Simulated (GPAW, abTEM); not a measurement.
# WS2 monolayer, P on a S site: independent atoms against a DFT potential

Question: image and diffraction simulations usually add up neutral spherical atoms. How large is the error for a WS2 monolayer, P on a S site, in scanning-probe images and phase-contrast images?

The sheet lies in the middle of a cell with vacuum above and below. All numbers are calculated.

## Step 1: Find the equilibrium geometry

The density hangs on the geometry, so the atoms are relaxed first, from slightly displaced sites so that no symmetry traps them, in the host's fixed cell.

Settings: GPAW 26.7.0, PBE, 400 eV, 1×1×1 k-points, Fermi–Dirac width 0.05 eV, spin-polarised, BFGS to 0.05 eV/Å.

```console
$ OMP_NUM_THREADS=1 mpirun -n 4 gpaw python run.py > gpaw.log
```

```text
BFGS:    0     -265.138340        1.272403
BFGS:    1     -265.306866        0.694925
BFGS:    2     -265.405274        0.358825
BFGS:    3     -265.419798        0.280649
...
BFGS:    7     -265.447254        0.071231
BFGS:    8     -265.448193        0.069925
BFGS:    9     -265.448710        0.039619
cell  9.5400 11.0158 12.3400  90.00 90.00 90.00
```

After 9 steps the energy has changed by -0.310 eV; the last force printed is 0.040 eV/Å. It took 17 min on 4 cores of Arm Neoverse N1 (shared host), peak memory 1.9 GiB.

Shortest distances after relaxation: S–W 2.410 Å, P–W 2.457 Å, S–S 3.141 Å, W–W 3.152 Å.

## Step 2: Density and charge transfer

Fast electrons feel the potential of the nuclei and of all the electrons, so the PAW density is rebuilt with its core regions. Subtracting spherical free atoms from the same code cancels the cores and leaves the deformation density Δρ, the part due to bonding.

Settings: PBE, 500 eV, 2×1×1 k-points, Fermi–Dirac width 0.05 eV, spin-polarised; supercell of 36 atoms.

```console
$ OMP_NUM_THREADS=1 mpirun -n 4 gpaw python run.py > gpaw.log
```

```text
|iter:   1|       0s | -269.216399 | +0.24 |       |  +3.6001|
|iter:   2|      49s | -269.341419 | -0.97 | -1.09 |  +3.4427|
|iter:   3|      92s | -267.018074 | -1.18 | -1.15 |  +2.3981|
...
|iter:  18|     784s | -265.721754c| -7.06 | -4.37c|  +0.0069|
|iter:  19|     827s | -265.721749c| -7.35 | -4.54c|  +0.0042|
|iter:  20|     853s | -265.721744c| -7.53c| -4.78c|  +0.0011|
```

```text
grid (100, 120, 128)  electrons 1271.000  moved by bonding 8.112 e
deformation density beyond 0.5 A of the nuclei: max 0.151, min -0.125 e/A^3
```

Deformation density in a plane through the shortest contact of the P atom at the origin, in 0.01 e/Å³ (clipped at ±99); x from -1.6 to 4.1 Å, y from 2.4 down to -2.4 Å:

```text
  .  11  13   0  -4   .   .  -5  -9  -3  -1  -2  -2  -2  -2  -1
 -3   7   7  -4  -7   .  -6  -5  -5  -1   0  -1  -2  -2  -3  -1
 -3   1   2   0   2   6  -3  -5   0   2   1  -1  -1   0   0   0
 -2  -1   1   5  12  14   7   3   3   1  -2  -5  -2   4   6   2
 -1  -1  -1   3   8   8   7   6   2  -5  -6  -9  -7   3   7   3
 -1  -1  -2  -4   .  -4   1   9   5  -5  -2   .  -3  -1   1   0
  0   0   1  -1   .   .   3  14  10   1   .   .   6  -1  -3  -1
  0   1   5   7   .  -4   3  10   6  -4  -7   .  -1  -5  -2   0
  0   1   3   4   1  -3   0   3   1  -4  -4  -4  -7  -3   1   1
  0   0   1   1  -1  -2  -1   0   2   7  11   7   1   1   2   0
  0   0   0   0  -1  -1  -2  -1   1   7  12   8   5   2  -2  -5
  0   0   0   0  -1  -1  -2  -3  -4  -3   .  -4   7   6  -5  -1
  0   0   0   0   0  -1  -1  -1   1   .   .   0  12  11  -2  -6
```

Atoms in or within 0.15 Å of the plane: W (2.5, 0.0), W (0.4, 2.4), S (2.1, -2.4), P (0.0, 0.0) Å. Dots mark points within about 0.45 Å of a nucleus; large values next to them are atomic features.

Along the shortest contact from the P atom at the map's origin, P–W at 2.46 Å, Δρ is +0.14 e/Å³ at the midpoint: a bond charge, the mark of covalency. At the midpoints of other shortest contacts it is +0.11 (W–S, 2.41 Å), -0.01 (S–S, 3.14 Å), +0.03 (W–W, 3.15 Å) and 0.00 (S–P, 3.17 Å) e/Å³. Point values carry grid noise of about 0.01 e/Å³. The moments given at the start die out. The run needed 20 iterations, 18 min.

Atoms whose charge stands out: P36 -0.192, W7 +0.184, W8 +0.186, W11 +0.187, W6 +0.206, W12 +0.205 e; averages by element: W +0.197, S -0.094, P -0.192 e.

## Step 3: Scanning probe: integrated centre of mass and ABF

The integrated centre-of-mass signal follows the projected potential of a thin sample, so it responds to any shift of charge; annular bright field is given beside it. The probe is focused on the sheet.

Settings: abTEM 1.0.9, 80 kV, 2×2×1 cells, grid 138×160, 12 slices, atoms at rest, semi-angle 30 mrad, ABF 15–30 mrad, Gaussian source blur σ = 0.25 Å; iCOM in arbitrary units. Columns, named by their atoms per repeat: SP (4.77, 6.43), W_1st (6.35, 5.53), S2_2nd (6.36, 9.18), W_3rd (4.77, 2.76), W_far (9.54, 0.01), S2_far (1.59, 0.92), void (0.00, 1.93) Å; 'void' is a point in the widest open channel, away from the defect; 1st, 2nd and so on count shells round it.

| column | iCOM − void, atoms | bonded | change (%) | ABF, atoms (%) | bonded (%) |
| --- | --- | --- | --- | --- | --- |
| SP | 0.0355 | 0.0339 | -4.5 | 71.26 | 71.30 |
| W_1st | 0.0395 | 0.0391 | -0.9 | 67.85 | 67.83 |
| S2_2nd | 0.0355 | 0.0345 | -2.7 | 71.19 | 71.22 |
| W_3rd | 0.0398 | 0.0397 | -0.2 | 66.56 | 66.54 |
| W_far | 0.0394 | 0.0394 | 0.0 | 67.94 | 67.92 |
| S2_far | 0.0359 | 0.0351 | -2.3 | 71.11 | 71.15 |

Against the void, SP changes by -4.5 % and W_far by 0.0 %. Screening by site charges alone doesn't account for these signs and sizes; the redistribution between atoms, bonds and voids matters as well. At these points the largest ABF change is 0.045 % of the beam. Time: 64 s.

## Step 4: Phase-contrast images through focus

Defocus sets how strongly, and with which sign, the lens passes each spatial frequency; bonding changes the potential mostly at the lowest ones. Defocus counts from the exit plane, 5.4 Å below the sheet's middle.

Settings: abTEM 1.0.9, 80 kV, 1×1×1 cells, grid 120×138, 12 slices, atoms at rest, Cs -15 μm, focal spread 30 Å, aperture 35 mrad; positive defocus is underfocus. Intensity relative to vacuum, independent atoms / with bonding. Columns, named by their atoms per repeat: SP (4.77, 6.43), W_1st (6.35, 5.53), S2_2nd (6.36, 9.18), W_3rd (4.77, 2.76), W_far (9.54, 0.01), S2_far (1.59, 0.92), void (0.00, 1.93) Å; 'void' is a point in the widest open channel, away from the defect; 1st, 2nd and so on count shells round it.

| defocus (Å) | SP | W_1st | S2_2nd | W_3rd | W_far | void |
| --- | --- | --- | --- | --- | --- | --- |
| -200 | 1.229 / 1.223 | 1.337 / 1.339 | 1.218 / 1.218 | 1.336 / 1.339 | 1.336 / 1.339 | 1.251 / 1.250 |
| -130 | 0.917 / 0.902 | 0.948 / 0.953 | 0.919 / 0.908 | 0.949 / 0.954 | 0.945 / 0.950 | 0.522 / 0.526 |
| -50 | 1.074 / 1.065 | 1.013 / 1.016 | 1.084 / 1.077 | 1.007 / 1.011 | 1.015 / 1.018 | 0.829 / 0.834 |
| 130 | 0.871 / 0.880 | 0.919 / 0.918 | 0.880 / 0.884 | 0.914 / 0.912 | 0.917 / 0.915 | 1.244 / 1.239 |
| 200 | 0.935 / 0.935 | 1.006 / 1.010 | 0.941 / 0.936 | 1.006 / 1.009 | 1.006 / 1.009 | 0.669 / 0.670 |

The largest change at any listed point, and its share of that image's contrast range (maximum minus minimum): 0.006 (1 %) at -200 Å, 0.015 (2 %) at -130 Å, 0.009 (3 %) at -50 Å, 0.009 (2 %) at 130 Å, 0.005 (1 %) at 200 Å.

## Step 5: Answer

Putting the DFT potential in place of independent atoms changes iCOM column contrast by -4.5 to 0.0 % and phase contrast by up to 3 % of its range. The bond at the defect, P–W, has Δρ = +0.14 e/Å³ at its midpoint, a covalent bond charge. Limits: the bonding term is static and added to Lobato atoms; no inelastic scattering; a small supercell, so defects interact.

[Outputs are excerpts: Python notices, other lines and further rows are left out; steps that failed or that the build refused (PBEsol, TPSS) are not shown.]

[Logs are printed without paths, hosts, clocks, repeated set-up lines and the standing remarks that a program may print on its own settings, such as how far it seeks lower states.]
